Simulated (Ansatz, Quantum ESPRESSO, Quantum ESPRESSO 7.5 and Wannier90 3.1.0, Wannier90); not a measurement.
# Ballistic channels from Wannier functions: straight Cu chain, spacing 2.30 Å

Aim: a Wannier model and the conductance steps that follow from it, for this wire: straight Cu chain, spacing 2.30 Å.

Calculated with Quantum ESPRESSO 7.5 and Wannier90 3.1.0; plane-wave DFT, PBE, PseudoDojo norm-conserving pseudopotentials (cross-check by Ansatz 0.2.0 with PAW datasets).

In doubt: a PseudoDojo file used here is known to give poor structures and forces, which bears on pressures, cells, forces and phonons.

### Step 1. Starting point

The cell holds 1 atom: 1 Cu. Cell: a = 8.000 Å, b = 8.000 Å, c = 2.300 Å, α = 90.0°, β = 90.0°, γ = 90.0°. Vacuum lies along a and b. The structure's axis is c.

### Step 2. SCF with pw.x

Input file scf.in:

```
&control
  prefix = 'scf'
  outdir = './out'
  pseudo_dir = './pseudo'
  calculation = 'scf'
  tprnfor = .true.
/
&system
  ibrav = 0
  nat = 1
  ntyp = 1
  ecutwfc = 84
  ecutrho = 336
  occupations = 'smearing'
  smearing = 'mv'
  degauss = 0.005
/
&electrons
  conv_thr = 1e-07
  mixing_beta = 0.4
  electron_maxstep = 120
  mixing_mode = 'local-TF'
/
ATOMIC_SPECIES
  Cu  63.5460  Cu.dojo-sr-pbe-0.4.1-standard.upf
CELL_PARAMETERS angstrom
  8.00000000000000 0.00000000000000 0.00000000000000
  0.00000000000000 8.00000000000000 0.00000000000000
  0.00000000000000 0.00000000000000 2.30000000000000
ATOMIC_POSITIONS crystal
  Cu  0.000000000000 0.000000000000 0.000000000000
K_POINTS automatic
  1 1 32 0 0 0
```

Launch:

```
$ OMP_NUM_THREADS=1 mpirun -n 2 pw.x -nk 2 -in scf.in > scf.out
```

Output:

```text
Program PWSCF v.7.5 starts
[citation notice left out]

     Parallel version (MPI & OpenMP), running on       2 processor cores
     Number of MPI processes:                 2
     Threads/MPI process:                     1

     MPI processes distributed on     1 nodes
[...]
Current dimensions of program PWSCF are:
     Max number of different atomic species (ntypx) = 10
     Max number of k-points (npk) =  40000
     Max angular momentum in pseudopotentials (lmaxx) =  4
     Message from routine setup:
     using ibrav=0 with symmetry is DISCOURAGED, use correct ibrav instead

     K-points division:     npool     =       2
     Subspace diagonalization in iterative solution of the eigenvalue problem:
     a serial algorithm will be used

     G-vector sticks info
     --------------------
     sticks:   dense  smooth     PW     G-vecs:    dense   smooth      PW
     Sum        6125    6125   1781               103397   103397   16233

     Using Slab Decomposition

     bravais-lattice index     =            0
     lattice parameter (alat)  =      15.1178  a.u.
     unit-cell volume          =     993.3548 (a.u.)^3
     number of atoms/cell      =            1
     number of atomic types    =            1
     number of electrons       =        19.00
     number of Kohn-Sham states=           14
     kinetic-energy cutoff     =      84.0000  Ry
     charge density cutoff     =     336.0000  Ry
     scf convergence threshold =      1.0E-07
     mixing beta               =       0.4000
     number of iterations used =            8  local-TF  mixing
     Exchange-correlation= PBE
                           (   1   4   3   4   0   0   0)

     celldm(1)=  15.117809  celldm(2)=   0.000000  celldm(3)=   0.000000
     celldm(4)=   0.000000  celldm(5)=   0.000000  celldm(6)=   0.000000

     crystal axes: (cart. coord. in units of alat)
               a(1) = (   1.000000   0.000000   0.000000 )
               a(2) = (   0.000000   1.000000   0.000000 )
               a(3) = (   0.000000   0.000000   0.287500 )

     reciprocal axes: (cart. coord. in units 2 pi/alat)
               b(1) = (  1.000000  0.000000  0.000000 )
               b(2) = (  0.000000  1.000000  0.000000 )
               b(3) = (  0.000000  0.000000  3.478261 )

     PseudoPot. # 1 for Cu read from file:
     ./pseudo/Cu.dojo-sr-pbe-0.4.1-standard.upf
     Pseudo is Norm-conserving + core correction, Zval = 19.0
     Generated using ONCVPSP code by D. R. Hamann
     Using radial grid of 1492 points,  6 beta functions with:
                l(1) =   0
                l(2) =   0
                l(3) =   1
                l(4) =   1
                l(5) =   2
                l(6) =   2

     atomic species   valence    mass     pseudopotential
     Cu               19.00    63.54600     Cu( 1.00)

     16 Sym. Ops., with inversion, found

   Cartesian axes

     site n.     atom                  positions (alat units)
         1        Cu     tau(   1) = (   0.0000000   0.0000000   0.0000000  )

     number of k points=    17  Marzari-Vanderbilt smearing, width (Ry)=  0.0050
                       cart. coord. in units 2pi/alat
        k(    1) = (   0.0000000   0.0000000   0.0000000), wk =   0.0625000
        k(    2) = (   0.0000000   0.0000000   0.1086957), wk =   0.1250000
        k(    3) = (   0.0000000   0.0000000   0.2173913), wk =   0.1250000
        k(    4) = (   0.0000000   0.0000000   0.3260870), wk =   0.1250000
        k(    5) = (   0.0000000   0.0000000   0.4347826), wk =   0.1250000
        k(    6) = (   0.0000000   0.0000000   0.5434783), wk =   0.1250000
        k(    7) = (   0.0000000   0.0000000   0.6521739), wk =   0.1250000
        k(    8) = (   0.0000000   0.0000000   0.7608696), wk =   0.1250000
        k(    9) = (   0.0000000   0.0000000   0.8695652), wk =   0.1250000
        k(   10) = (   0.0000000   0.0000000   0.9782609), wk =   0.1250000
[...]
k(   17) = (   0.0000000   0.0000000  -1.7391304), wk =   0.0625000

     Dense  grid:   103397 G-vectors     FFT dimensions: (  90,  90,  25)

     Estimated max dynamical RAM per process >     133.65 MB

     Estimated total dynamical RAM >     242.05 MB

     Initial potential from superposition of free atoms

     starting charge      18.9997, renormalised to      19.0000

     negative rho (up, down):  2.217E-07 0.000E+00
     Starting wfcs are   10 randomized atomic wfcs +    4 random wfcs

     total cpu time spent up to now is        0.7 secs

     per-process dynamical memory:    77.7 Mb

     Self-consistent Calculation

     iteration #  1     ecut=    84.00 Ry     beta= 0.40
     Davidson diagonalization with overlap
     ethr =  1.00E-02,  avg # of iterations =  7.1

     Threshold (ethr) on eigenvalues was too large:
     Diagonalizing with lowered threshold

     Davidson diagonalization with overlap
     ethr =  3.87E-04,  avg # of iterations =  1.4

     negative rho (up, down):  4.728E-07 0.000E+00

     total cpu time spent up to now is        4.7 secs

     total energy              =    -379.06582029 Ry
     estimated scf accuracy    <       0.07699741 Ry

     iteration #  2     ecut=    84.00 Ry     beta= 0.40
[...]
Minimization algorithm failed to find Fermi energy: reverting to bisection
     Possible cause: smearing is larger than the electronic band-gap.

[...]
total energy              =    -379.07327948 Ry
     estimated scf accuracy    <       0.00146484 Ry

     iteration #  3     ecut=    84.00 Ry     beta= 0.40
[...]
Minimization algorithm failed to find Fermi energy: reverting to bisection
     Possible cause: smearing is larger than the electronic band-gap.

[...]
total energy              =    -379.07346789 Ry
     estimated scf accuracy    <       0.00057377 Ry

     iteration #  4     ecut=    84.00 Ry     beta= 0.40
[...]
Minimization algorithm failed to find Fermi energy: reverting to bisection
     Possible cause: smearing is larger than the electronic band-gap.

[...]
total energy              =    -379.07347948 Ry
     estimated scf accuracy    <       0.00008201 Ry

     iteration #  5     ecut=    84.00 Ry     beta= 0.40
[...]
Minimization algorithm failed to find Fermi energy: reverting to bisection
     Possible cause: smearing is larger than the electronic band-gap.

[...]
total energy              =    -379.07347293 Ry
     estimated scf accuracy    <       0.00002205 Ry

     iteration #  6     ecut=    84.00 Ry     beta= 0.40
[...]
Minimization algorithm failed to find Fermi energy: reverting to bisection
     Possible cause: smearing is larger than the electronic band-gap.

[...]
total energy              =    -379.07347706 Ry
     estimated scf accuracy    <       0.00000593 Ry

     iteration #  7     ecut=    84.00 Ry     beta= 0.40
[...]
Minimization algorithm failed to find Fermi energy: reverting to bisection
     Possible cause: smearing is larger than the electronic band-gap.

[...]
total energy              =    -379.07347875 Ry
     estimated scf accuracy    <       0.00000118 Ry

     iteration #  8     ecut=    84.00 Ry     beta= 0.40
[...]
Minimization algorithm failed to find Fermi energy: reverting to bisection
     Possible cause: smearing is larger than the electronic band-gap.

[...]
total energy              =    -379.07347847 Ry
     estimated scf accuracy    <       0.00000047 Ry

     iteration #  9     ecut=    84.00 Ry     beta= 0.40
[...]
Minimization algorithm failed to find Fermi energy: reverting to bisection
     Possible cause: smearing is larger than the electronic band-gap.

[...]
End of self-consistent calculation

          k = 0.0000 0.0000 0.0000 ( 12961 PWs)   bands (ev):

  -114.1164 -71.6102 -71.4528 -71.4528  -6.7902  -4.5121  -4.3000  -4.2985
    -3.5312  -3.5312  -0.4028  -0.4028   1.2496   2.4666

          k = 0.0000 0.0000 0.1087 ( 12937 PWs)   bands (ev):

  -114.1162 -71.6119 -71.4526 -71.4526  -6.7564  -4.4992  -4.2963  -4.2949
    -3.5563  -3.5563  -0.3610  -0.3610   1.2763   2.4937

          k = 0.0000 0.0000 0.2174 ( 12905 PWs)   bands (ev):

  -114.1156 -71.6173 -71.4521 -71.4521  -6.6557  -4.4607  -4.2856  -4.2842
    -3.6282  -3.6282  -0.2388  -0.2388   1.3564   2.5750

          k = 0.0000 0.0000 0.3261 ( 12929 PWs)   bands (ev):

  -114.1146 -71.6259 -71.4513 -71.4513  -6.4893  -4.3969  -4.2681  -4.2668
    -3.7378  -3.7378  -0.0436  -0.0436   1.4900   2.7106

          k = 0.0000 0.0000 0.4348 ( 12893 PWs)   bands (ev):

  -114.1133 -71.6375 -71.4502 -71.4502  -6.2599  -4.3078  -4.2447  -4.2434
    -3.8738  -3.8738   0.2159   0.2159   1.6773   2.9006

          k = 0.0000 0.0000 0.5435 ( 12961 PWs)   bands (ev):

  -114.1118 -71.6518 -71.4489 -71.4489  -5.9719  -4.2161  -4.2150  -4.1927
    -4.0259  -4.0259   0.5324   0.5324   1.9184   3.1451

[...]
the Fermi energy is    -3.5175 ev

!    total energy              =    -379.07347857 Ry
     estimated scf accuracy    <       0.00000008 Ry
     smearing contrib. (-TS)   =       0.00031742 Ry
     internal energy E=F+TS    =    -379.07379598 Ry

     The total energy is F=E-TS. E is the sum of the following terms:
     one-electron contribution =    -601.45202690 Ry
     hartree contribution      =     298.83629593 Ry
     xc contribution           =     -46.56854401 Ry
     ewald contribution        =     -29.88952100 Ry

     convergence has been achieved in   9 iterations

     Forces acting on atoms (cartesian axes, Ry/au):

     atom    1 type  1   force =     0.00000000    0.00000000    0.00000000

     Total force =     0.000000     Total SCF correction =     0.000000

[...]
=------------------------------------------------------------------------------=
   JOB DONE.
=------------------------------------------------------------------------------=
```

The job ended after 21 s (2 MPI ranks of Arm Neoverse V2, shared host; peak memory 0.28 GiB).

Read from the output:

* free energy: -5157.5574 eV
* Fermi energy: -3.518 eV

The program's own clock; routines nest. Time by routine:

```csv
routine,wall time (s),calls
PWSCF,20.1,1
electrons,19.15,1
c_bands,12.83,10
cegterg,11.66,90
fftw,10.45,7578
h_psi,10.25,319
vloc_psi,9.55,319
mix_rho,3.47,10
sum_band,2.25,10
ffts,1.76,934
init_run,0.72,1
v_of_rho,0.53,10
wfcinit,0.49,1
init_us_2,0.37,198
```

The run needed 9 iterations to bring the estimated error under 1e-07 Ry.

### Step 3. Full uniform mesh without symmetry

Wannier90 needs the states on a whole uniform mesh, listed point by point, without symmetry.

Input file nscf.in:

```
&control
  prefix = 'nscf'
  outdir = './out'
  pseudo_dir = './pseudo'
  calculation = 'nscf'
/
&system
  ibrav = 0
  nat = 1
  ntyp = 1
  ecutwfc = 84
  ecutrho = 336
  occupations = 'smearing'
  smearing = 'mv'
  degauss = 0.005
  nosym = .true.
  noinv = .true.
  nbnd = 21
/
&electrons
  conv_thr = 1e-09
  mixing_beta = 0.4
  electron_maxstep = 120
  mixing_mode = 'local-TF'
  diago_full_acc = .true.
/
ATOMIC_SPECIES
  Cu  63.5460  Cu.dojo-sr-pbe-0.4.1-standard.upf
CELL_PARAMETERS angstrom
  8.00000000000000 0.00000000000000 0.00000000000000
  0.00000000000000 8.00000000000000 0.00000000000000
  0.00000000000000 0.00000000000000 2.30000000000000
ATOMIC_POSITIONS crystal
  Cu  0.000000000000 0.000000000000 0.000000000000
K_POINTS crystal
16
  0.0000000000 0.0000000000 0.0000000000 0.0625
  0.0000000000 0.0000000000 0.0625000000 0.0625
  0.0000000000 0.0000000000 0.1250000000 0.0625
  0.0000000000 0.0000000000 0.1875000000 0.0625
  0.0000000000 0.0000000000 0.2500000000 0.0625
  0.0000000000 0.0000000000 0.3125000000 0.0625
  0.0000000000 0.0000000000 0.3750000000 0.0625
  0.0000000000 0.0000000000 0.4375000000 0.0625
  0.0000000000 0.0000000000 0.5000000000 0.0625
  0.0000000000 0.0000000000 0.5625000000 0.0625
  0.0000000000 0.0000000000 0.6250000000 0.0625
  0.0000000000 0.0000000000 0.6875000000 0.0625
  0.0000000000 0.0000000000 0.7500000000 0.0625
  0.0000000000 0.0000000000 0.8125000000 0.0625
  0.0000000000 0.0000000000 0.8750000000 0.0625
  0.0000000000 0.0000000000 0.9375000000 0.0625
```

Launch:

```
$ cp -r out/scf.save out/nscf.save
$ cp out/scf.xml out/nscf.xml
$ OMP_NUM_THREADS=1 mpirun -n 2 pw.x -nk 1 -in nscf.in > nscf.out
```

Output:

```text
[banner, memory and clock lines left out]
Program PWSCF v.7.5 starts
[citation notice left out]

[...]
bravais-lattice index     =            0
     lattice parameter (alat)  =      15.1178  a.u.
     unit-cell volume          =     993.3548 (a.u.)^3
     number of atoms/cell      =            1
     number of atomic types    =            1
     number of electrons       =        19.00
     number of Kohn-Sham states=           21
     kinetic-energy cutoff     =      84.0000  Ry
     charge density cutoff     =     336.0000  Ry
     Exchange-correlation= PBE
                           (   1   4   3   4   0   0   0)

[...]
PseudoPot. # 1 for Cu read from file:
     ./pseudo/Cu.dojo-sr-pbe-0.4.1-standard.upf
     Pseudo is Norm-conserving + core correction, Zval = 19.0
     Generated using ONCVPSP code by D. R. Hamann
     Using radial grid of 1492 points,  6 beta functions with:
                l(1) =   0
                l(2) =   0
                l(3) =   1
                l(4) =   1
                l(5) =   2
                l(6) =   2

     atomic species   valence    mass     pseudopotential
     Cu               19.00    63.54600     Cu( 1.00)

     No symmetry found

[...]
number of k points=    16  Marzari-Vanderbilt smearing, width (Ry)=  0.0050
[...]
Dense  grid:   103397 G-vectors     FFT dimensions: (  90,  90,  25)

     The potential is recalculated from file :
     ./out/nscf.save/charge-density

     Starting wfcs are   10 randomized atomic wfcs +   11 random wfcs

     Band Structure Calculation
     Davidson diagonalization with overlap

     ethr =  5.26E-12,  avg # of iterations = 39.6

     End of band structure calculation

          k = 0.0000 0.0000 0.0000 ( 12961 PWs)   bands (ev):

  -114.1231 -71.6163 -71.4591 -71.4591  -6.7928  -4.5146  -4.3045  -4.3030
    -3.5360  -3.5360  -0.4032  -0.4032   1.2510   2.4668   4.0907   4.0907
     4.1692   4.6051   7.3267   7.3267   8.3447

          k = 0.0000 0.0000 0.2174 ( 12905 PWs)   bands (ev):

  -114.1223 -71.6234 -71.4584 -71.4584  -6.6583  -4.4633  -4.2901  -4.2887
    -3.6330  -3.6330  -0.2392  -0.2392   1.3578   2.5752   4.2074   4.2074
     4.2749   4.7130   7.4494   7.4494   8.4467

[...]
the Fermi energy is    -3.5467 ev
     (compare with:    -3.5175 eV, computed in scf)

[...]
```

It took 20 s on 2 MPI ranks; peak memory 0.13 GiB; 39 s of CPU time.

Numbers from this step:

```
Fermi energy : -3.547 eV
```

The program's own clock; routines nest. Time by routine:

```csv
routine,wall time (s),calls
PWSCF,19.21,1
electrons,19.02,1
c_bands,19.02,1
cegterg,18.15,38
h_psi,14.64,687
vloc_psi,13.8,687
fftw,12.8,14144
h_psi:calbec,0.39,687
calbec,0.38,687
add_vuspsi,0.36,687
cdiaghg,0.26,649
g_psi,0.15,633
init_run,0.13,1
hinit0,0.06,1
```

[end of part 1 of 5]

[Logs are printed without paths, hosts, clocks, repeated set-up lines and the standing remarks that a program may print on its own settings, such as how far it seeks lower states.]

[Hosts, paths, dates, database ids (printed as entryN), source tags and the programs' standing remarks are cut or masked in the printed files.]

[Maps of the electrostatic potential energy from Ansatz leave out the sawtooth potential of an applied field or a dipole correction, so their vacuum need not be flat; planar profiles and work functions include it.]
